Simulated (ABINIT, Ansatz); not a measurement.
## Rhodium (Fm-3m): phonons by linear response

Aim: the phonon dispersion of Rhodium (Fm-3m), checked by a second program.

Main program and level: ABINIT 10.8.3; DFT PBE, scalar-relativistic, plane waves, PseudoDojo norm-conserving pseudopotentials.

The database entry behind the starting cell differs from later determinations by our own check (an axis about 0.2 % short against later determinations), so it need not match the best structure at ambient conditions.

### 1. Set-up

The structure is cubic, space group Fm-3m (No. 225). The conventional cell has a = 3.796 Å, b = 3.796 Å, c = 3.796 Å, α = 90.00°, β = 90.00°, γ = 90.00°. Rh has 12 Rh at 2.68 Å nearest.

### 2. A first look

A first run with smearing and empty bands tells whether the crystal has a gap, which decides between fixed occupations and smearing later on.

probe.abi reads:

```
# ground state
tolvrs 1.0d-08
prtden 1
prtwf 1

# basis, mesh and filling
ecut 40.0
ngkpt 8 8 8
nshiftk 1
shiftk 0.0 0.0 0.0
istwfk *1
occopt 7
tsmear 0.005
nband 15
nstep 100
diemac 9.0
prtebands 0
prtgsr 0

# cell and atoms
acell 5.071959174 5.071959174 5.071959174
rprim 
    0.0 0.7071067812 0.7071067812
    0.7071067812 0.0 0.7071067812
    0.7071067812 0.7071067812 0.0
ntypat 1
znucl 45
natom 1
typat 1
xred 
    0.0 0.0 0.0
pp_dirpath "./pseudo"
pseudos "Rh.upf"
```

The run is started by

```bash
$ OMP_NUM_THREADS=1 mpirun -n 16 abinit probe.abi > probe.log
```

Numbers of over 12 decimals in the logs are rounded to 6 here.

probe.abo, the main output file:

```text
[banners, grids, parts of the stress and lines that vanish by symmetry left out]
- input  file    -> probe.abi
- output file    -> probe.abo
- root for input  files -> probei
[...]
Symmetries : space group Fm -3 m (#225); Bravais cF (face-center cubic)
[...]
mpw =        1139          nfft =       27000          nkpt =          29
[...]
== DATASET  1 ==================================================================
[...]
-    --> not optimal distribution: autoparal keyword recommended in input file <--
[...]
cutoff_energies: {ecut:  40.0, pawecutdg:  -1.0, }
[...]
ETOT  1  -117.23054895200    -1.172E+02 2.116E-01 1.066E+02
 ETOT  2  -117.25589412538    -2.535E-02 7.920E-03 1.180E+02
 ETOT  3  -117.28769532818    -3.180E-02 9.788E-03 5.988E-02
 ETOT  4  -117.28771633695    -2.101E-05 1.635E-03 2.646E-04
 ETOT  5  -117.28771638424    -4.729E-08 1.005E-03 5.875E-06
 ETOT  6  -117.28771638541    -1.164E-09 1.372E-04 6.831E-08
 ETOT  7  -117.28771638542    -1.764E-11 8.300E-05 2.160E-11
 At SCF step    7       vres2   =  2.16E-11 < tolvrs=  1.00E-08 =>converged.
[...]
sigma(1 1)= -2.57773783E-04  sigma(3 2)=  0.00000000E+00
  sigma(2 2)= -2.57773783E-04  sigma(3 1)=  0.00000000E+00
  sigma(3 3)= -2.57773783E-04  sigma(2 1)=  0.00000000E+00
[...]
convergence: {deltae: -1.764E-11, res2:  2.160E-11, residm:  8.300E-05, diffor: null, }
etotal    :  -1.17287716E+02
[...]
sigma(1 1)= -2.57773783E-04  sigma(3 2)=  0.00000000E+00
  sigma(2 2)= -2.57773783E-04  sigma(3 1)=  0.00000000E+00
  sigma(3 3)= -2.57773783E-04  sigma(2 1)=  0.00000000E+00
[...]
- sigma(1 1)= -7.58396653E+00  sigma(3 2)=  0.00000000E+00
- sigma(2 2)= -7.58396653E+00  sigma(3 1)=  0.00000000E+00
- sigma(3 3)= -7.58396653E+00  sigma(2 1)=  0.00000000E+00
[...]
fcart     -0.0000000000E+00 -0.0000000000E+00 -0.0000000000E+00
           strten     -2.5777378291E-04 -2.5777378291E-04 -2.5777378291E-04
================================================================================

[key lines of the parts left out:]
pressure_GPa:   7.5840E+00
```

The job ended after 2.8 s (16 MPI ranks of Arm Neoverse V1, shared host; 40 s of CPU time).

Read from the output:

| Quantity | Value |
| --- | --- |
| volume per atom | 13.67 Å³ |
| pressure | 7.584 GPa |
| gap on the k-mesh | 0 eV |

No gap opens on this mesh, so smearing is kept; the printed pressure holds the stress of the finite basis too.

### 3. Relaxing the cell and atoms

The harmonic expansion needs vanishing forces, and a free crystal bears no stress, so cell and atoms are brought to rest. Stress is more sensitive to the basis than forces are: the last 3 Ha under the cutoff are smoothed with ecutsm, and the cutoff is raised above that of the later runs.

relax.abi reads:

```
# relaxation
ionmov 2
optcell 2
dilatmx 1.08
ntime 40
tolmxf 1.0d-05
tolvrs 1.0d-14
prtwf 0
prtden 0
chksymtnons 0

# basis, mesh and filling
ecut 49.0
ecutsm 3.0
ngkpt 16 16 16
nshiftk 1
shiftk 0.0 0.0 0.0
istwfk *1
occopt 7
tsmear 0.01
nband 15
nstep 100
diemac 1000000.0
prtebands 0
prtgsr 0

# cell and atoms
acell 5.071959174 5.071959174 5.071959174
rprim 
    0.0 0.7071067812 0.7071067812
    0.7071067812 0.0 0.7071067812
    0.7071067812 0.7071067812 0.0
ntypat 1
znucl 45
natom 1
typat 1
xred 
    0.0 0.0 0.0
pp_dirpath "./pseudo"
pseudos "Rh.upf"
```

The run is started by

```bash
$ OMP_NUM_THREADS=1 mpirun -n 16 abinit relax.abi > relax.log
```

relax.abo, the main output file:

```text
[banners, grids, parts of the stress and lines that vanish by symmetry left out]
- input  file    -> relax.abi
- output file    -> relax.abo
- root for input  files -> relaxi
[...]
Symmetries : space group Fm -3 m (#225); Bravais cF (face-center cubic)
[...]
mpw =        1924          nfft =       46656          nkpt =         145
[...]
== DATASET  1 ==================================================================
[...]
cutoff_energies: {ecut:  49.0, pawecutdg:  -1.0, }
[...]
ETOT  1  -117.22991301901    -1.172E+02 2.759E-01 1.773E+02
 ETOT  2  -117.26391142530    -3.400E-02 4.847E-02 1.641E+02
 ETOT  3  -117.28978848506    -2.588E-02 4.583E-03 1.696E-02
 ETOT  4  -117.28979325633    -4.771E-06 3.992E-03 8.905E-04
 ETOT  5  -117.28979336106    -1.047E-07 1.901E-03 3.178E-06
[...]
At SCF step    9       vres2   =  6.53E-16 < tolvrs=  1.00E-14 =>converged.
[...]
sigma(1 1)= -2.82621272E-04  sigma(3 2)=  0.00000000E+00
  sigma(2 2)= -2.82621272E-04  sigma(3 1)=  0.00000000E+00
  sigma(3 3)= -2.82621272E-04  sigma(2 1)=  0.00000000E+00
[...]
convergence: {deltae:  5.926E-12, res2:  6.526E-16, residm:  3.393E-04, diffor: null, }
etotal    :  -1.17289793E+02
[...]
ETOT  1  -117.27739383266    -1.173E+02 4.527E-04 8.675E+01
[...]
At SCF step    9       vres2   =  1.77E-15 < tolvrs=  1.00E-14 =>converged.
[...]
sigma(1 1)= -4.25075367E-05  sigma(3 2)=  0.00000000E+00
  sigma(2 2)= -4.25075367E-05  sigma(3 1)=  0.00000000E+00
  sigma(3 3)= -4.25075367E-05  sigma(2 1)=  0.00000000E+00
[...]
convergence: {deltae:  5.116E-12, res2:  1.768E-15, residm:  4.097E-05, diffor: null, }
etotal    :  -1.17290171E+02
[...]
ETOT  1  -117.28974938217    -1.173E+02 3.799E-05 2.892E+00
[...]
At SCF step    8       vres2   =  4.05E-16 < tolvrs=  1.00E-14 =>converged.
[...]
sigma(1 1)= -2.17212137E-06  sigma(3 2)=  0.00000000E+00
  sigma(2 2)= -2.17212137E-06  sigma(3 1)=  0.00000000E+00
  sigma(3 3)= -2.17212137E-06  sigma(2 1)=  0.00000000E+00
[...]
convergence: {deltae:  8.811E-13, res2:  4.047E-16, residm:  1.116E-05, diffor: null, }
etotal    :  -1.17290180E+02
[...]
ETOT  1  -117.29017923258    -1.173E+02 7.993E-06 8.427E-03
[...]
ETOT  6  -117.29018048894    -9.919E-12 2.729E-06 2.665E-12
 ETOT  7  -117.29018048892     1.414E-11 7.454E-06 2.401E-15
 At SCF step    7       vres2   =  2.40E-15 < tolvrs=  1.00E-14 =>converged.
[...]
sigma(1 1)= -1.86488078E-08  sigma(3 2)=  0.00000000E+00
  sigma(2 2)= -1.86488078E-08  sigma(3 1)=  0.00000000E+00
  sigma(3 3)= -1.86488078E-08  sigma(2 1)=  0.00000000E+00
[...]
convergence: {deltae:  1.414E-11, res2:  2.401E-15, residm:  7.454E-06, diffor: null, }
etotal    :  -1.17290180E+02
[...]
At Broyd/MD step   4, gradients are converged :
[...]
sigma(1 1)= -1.86488078E-08  sigma(3 2)=  0.00000000E+00
  sigma(2 2)= -1.86488078E-08  sigma(3 1)=  0.00000000E+00
  sigma(3 3)= -1.86488078E-08  sigma(2 1)=  0.00000000E+00
[...]
- sigma(1 1)= -5.48666867E-04  sigma(3 2)=  0.00000000E+00
- sigma(2 2)= -5.48666867E-04  sigma(3 1)=  0.00000000E+00
- sigma(3 3)= -5.48666867E-04  sigma(2 1)=  0.00000000E+00
[...]
fcart     -0.0000000000E+00 -0.0000000000E+00 -0.0000000000E+00
           strten     -1.8648807762E-08 -1.8648807776E-08 -1.8648807755E-08
================================================================================

[key lines of the parts left out:]
pressure_GPa:   5.4867E-04
Total energy (etotal) [Ha]= -1.17290180488923E+02
```

Run time: 32 s. Hardware: 16 MPI ranks.

Step by step:

```
step  energy less that of the first step (eV)  largest force (eV/Å)  volume (Å³)
   1                                   0.0000                0.0000        13.67
   2                                  -0.0103                0.0000        14.02
   3                                  -0.0105                0.0000        14.09
   4                                  -0.0105                0.0000        14.09
```

```
conventional cell, symmetrised  before  after  change
                         a (Å)   3.796  3.834  +1.0 %
                         b (Å)   3.796  3.834  +1.0 %
                         c (Å)   3.796  3.834  +1.0 %
              volume (Å³/atom)   13.67  14.09  +3.1 %
```

The relaxed structure:

```xyz
1
Lattice="0.0000 1.9170 1.9170 1.9170 0.0000 1.9170 1.9170 1.9170 0.0000" Properties=species:S:1:pos:R:3 pbc="T T T"
Rh    0.0000    0.0000    0.0000
```

Read from the output:

```yaml
volume_per_atom: 14.09 Å³
pressure: 5.49e-4 GPa
```

The volume changes by +3.1 % in this run and stands +3.1 % from the first cell.

### 4. Ground state

The response is built on these wavefunctions, so the potential is converged far more tightly than an energy would need. Smearing stays on, as the first look found no gap above 0.3 eV.

gs.abi reads:

```
# ground state
tolvrs 1.0d-16
prtden 1
prtwf 1

# basis, mesh and filling
ecut 40.0
ngkpt 16 16 16
nshiftk 1
shiftk 0.0 0.0 0.0
istwfk *1
occopt 7
tsmear 0.01
nband 15
nstep 100
diemac 1000000.0
prtebands 0
prtgsr 0

# cell and atoms
acell 5.123230753 5.123230753 5.123230753
rprim 
    0.0 0.7071067812 0.7071067812
    0.7071067812 0.0 0.7071067812
    0.7071067812 0.7071067812 0.0
ntypat 1
znucl 45
natom 1
typat 1
xred 
    0.0 0.0 0.0
pp_dirpath "./pseudo"
pseudos "Rh.upf"
```

The run is started by

```bash
$ OMP_NUM_THREADS=1 mpirun -n 16 abinit gs.abi > gs.log
```

gs.abo, the main output file:

```text
[banners, grids, parts of the stress and lines that vanish by symmetry left out]
- input  file    -> gs.abi
- output file    -> gs.abo
- root for input  files -> gsi
[...]
Symmetries : space group Fm -3 m (#225); Bravais cF (face-center cubic)
[...]
mpw =        1174          nfft =       27000          nkpt =         145
[...]
== DATASET  1 ==================================================================
[...]
cutoff_energies: {ecut:  40.0, pawecutdg:  -1.0, }
[...]
ETOT  1  -117.22863486714    -1.172E+02 2.054E-01 1.076E+02
 ETOT  2  -117.25993347305    -3.130E-02 8.060E-02 1.074E+02
 ETOT  3  -117.28991659442    -2.998E-02 1.117E-02 8.977E-03
 ETOT  4  -117.28992309652    -6.502E-06 2.136E-03 6.212E-04
 ETOT  5  -117.28992323553    -1.390E-07 3.527E-03 1.974E-06
[...]
ETOT  9  -117.28992323569     3.254E-12 8.559E-04 9.899E-16
 ETOT 10  -117.28992323569    -2.657E-12 4.273E-03 1.550E-18
 At SCF step   10       vres2   =  1.55E-18 < tolvrs=  1.00E-16 =>converged.
[...]
sigma(1 1)=  3.94988286E-05  sigma(3 2)=  0.00000000E+00
  sigma(2 2)=  3.94988286E-05  sigma(3 1)=  0.00000000E+00
  sigma(3 3)=  3.94988286E-05  sigma(2 1)=  0.00000000E+00
[...]
convergence: {deltae: -2.657E-12, res2:  1.550E-18, residm:  4.273E-03, diffor: null, }
etotal    :  -1.17289923E+02
[...]
sigma(1 1)=  3.94988286E-05  sigma(3 2)=  0.00000000E+00
  sigma(2 2)=  3.94988286E-05  sigma(3 1)=  0.00000000E+00
  sigma(3 3)=  3.94988286E-05  sigma(2 1)=  0.00000000E+00
[...]
- sigma(1 1)=  1.16209566E+00  sigma(3 2)=  0.00000000E+00
- sigma(2 2)=  1.16209566E+00  sigma(3 1)=  0.00000000E+00
- sigma(3 3)=  1.16209566E+00  sigma(2 1)=  0.00000000E+00
[...]
fcart     -0.0000000000E+00 -0.0000000000E+00 -0.0000000000E+00
           strten      3.9498828603E-05  3.9498828603E-05  3.9498828602E-05
================================================================================

[key lines of the parts left out:]
pressure_GPa:  -1.1621E+00
```

Wall time 7.8 s (16 MPI ranks); 2 min of CPU time.

This step gave:

* pressure: -1.162 GPa

The cell stands at -1.2 GPa: the relaxation ran with a smoothed and higher cutoff, and the difference is a stress of the finite basis.

(Part 1 of 4 ends here.)

[Host names and launcher messages were left out of these logs when they were recorded.]

[Logs are printed without paths, hosts, clocks, repeated set-up lines and the standing remarks that a program may print on its own settings, such as how far it seeks lower states.]

[Hosts, paths, dates, database ids (printed as entryN), source tags and the programs' standing remarks are cut or masked in the printed files.]
